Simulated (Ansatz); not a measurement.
**Polymorphs of GaN told apart by optics**

Method, alike for all: Ansatz, PBE, independent particles, with spin-orbit coupling, line width 0.1 eV (Gaussian).

Structure 1:

The structure is cubic, space group F-43m (No. 216). The conventional cell has a = 4.507 Å, b = 4.507 Å, c = 4.507 Å, α = 90.00°, β = 90.00°, γ = 90.00°. Ga on site a is surrounded by 4 N at 1.95 Å. Around N on site d lie 4 Ga at 1.95 Å.

Structure 2:

Symmetry: P6_3mc, No. 186, hexagonal system. Conventional cell: a = 3.180 Å, b = 3.180 Å, c = 5.166 Å, α = 90.00°, β = 90.00°, γ = 120.00°. Ga on site b is surrounded by 4 N at 1.94 to 1.95 Å. Around N on site b lie 4 Ga at 1.94 to 1.95 Å.

Spectrum A:

(E (eV), Im ε): (0.00, 0.00), (0.25, 0.00), (0.50, 0.00), (0.75, 0.00), (1.00, 0.00), (1.25, 0.00), (1.50, 0.00), (1.75, 0.33), (2.00, 0.94), (2.25, 1.19), (2.50, 1.33), (2.75, 1.44), (3.00, 1.53), (3.25, 1.62), (3.50, 1.70), (3.75, 1.79), (4.00, 1.89), (4.25, 2.01), (4.50, 2.16), (4.75, 2.35), (5.00, 2.63), (5.25, 3.08), (5.50, 4.06), (5.75, 5.16), (6.00, 5.05), (6.25, 6.86), (6.50, 8.28), (6.75, 8.19), (7.00, 8.29), (7.25, 8.41), (7.50, 8.12), (7.75, 7.07), (8.00, 5.23), (8.25, 3.40), (8.50, 3.21), (8.75, 4.51), (9.00, 9.93), (9.25, 7.89), (9.50, 7.46), (9.75, 7.49), (10.00, 6.13)

Spectrum B:

| E (eV) | Im ε |
| --- | --- |
| 0.00 | 0.00 |
| 0.50 | 0.00 |
| 1.00 | 0.00 |
| 1.50 | 0.00 |
| 2.00 | 0.31 |
| 2.50 | 1.08 |
| 3.00 | 1.29 |
| 3.50 | 1.40 |
| 4.00 | 1.52 |
| 4.50 | 1.71 |
| 5.00 | 2.15 |
| 5.50 | 4.61 |
| 6.00 | 6.00 |
| 6.50 | 7.93 |
| 7.00 | 6.45 |
| 7.50 | 6.27 |
| 8.00 | 8.70 |
| 8.50 | 5.30 |
| 9.00 | 7.36 |
| 9.50 | 6.25 |
| 10.00 | 4.91 |

Which spectrum belongs to which structure?

A is structure 1 (F-43m, 11.4 Å³ an atom): least direct gap 1.71 eV, ε∞ = 6.09 along the first axis, strongest peak along the first axis at 9.02 eV. B is structure 2 (P6_3mc, 11.3 Å³ an atom): least direct gap 1.96 eV, ε∞ = 5.88 along the first axis, strongest peak along the first axis at 7.88 eV.
